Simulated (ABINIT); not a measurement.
## MgS (Fm-3m): how ε∞ follows the gap

The empty bands of MgS (Fm-3m) are shifted up rigidly by Δ, and ε∞ is computed for each shift.

It takes space group Fm-3m (No. 225, cubic). Conventional cell: a = 5.203 Å, b = 5.203 Å, c = 5.203 Å, α = 90.00°, β = 90.00°, γ = 90.00°. S on site b has 6 Mg at 2.60 Å as nearest neighbours. Mg on site a is surrounded by 6 S at 2.60 Å.

Method: ABINIT 10.8.3, PBE, independent particles, k-mesh 11×11×11, Lorentzian half width 0.04 eV.

Launch of the response step: `optic optic.abi`. The series took 37 s in all, its band step included, on 4 threads of Arm Neoverse V2 (shared host).

```tsv
Δ (eV)	ε∞
0.00	?
0.40	5.604
0.80	5.359
1.20	5.140
1.60	4.942
2.00	4.764
```

With one effective transition at E₀ and fixed dipole strength, ε∞ − 1 = A/(E₀ + Δ), so 1/(ε∞ − 1) is linear in Δ.

Working, on the rows shown:

| x = Δ (eV) | y = 1/(ε∞ − 1) |
| --- | --- |
| 0.4 | 0.217202 |
| 0.8 | 0.22941 |
| 1.2 | 0.241546 |
| 1.6 | 0.253678 |
| 2 | 0.265675 |

Means: x̄ = 1.2, ȳ = 0.2415. Σ(x − x̄)(y − ȳ) = 0.04849, Σ(x − x̄)² = 1.6. Slope = 0.04849 / 1.6 = 0.0303; intercept = ȳ − slope · x̄ = 0.20514. Turned back into ε∞, the line misses the rows shown by at most 0.0012.

Problem. What does the fit predict for the withheld row, and how well does it do?

Solution. At x = 0 the line gives y = 0.20514, that is 5.875. The run gave 5.880, so the extrapolation is off by 0.0052, 0.5 % of the range in the table.

Refitted with all rows, the slope is 0.03038 and the intercept 0.20502. These give E₀ = intercept/slope = 6.7 eV, far above the least direct gap of 3.71 eV: most of the screening comes from transitions well over the edge. Over the first step ε∞ falls by 12 % per eV. Excitons are left out and so are local fields; PBE gaps are as a rule too small. The values come from a sum over the points of one k-mesh and carry its error, which grows as the direct gap shrinks.

[Logs are printed without paths, hosts, clocks, repeated set-up lines and the standing remarks that a program may print on its own settings, such as how far it seeks lower states.]
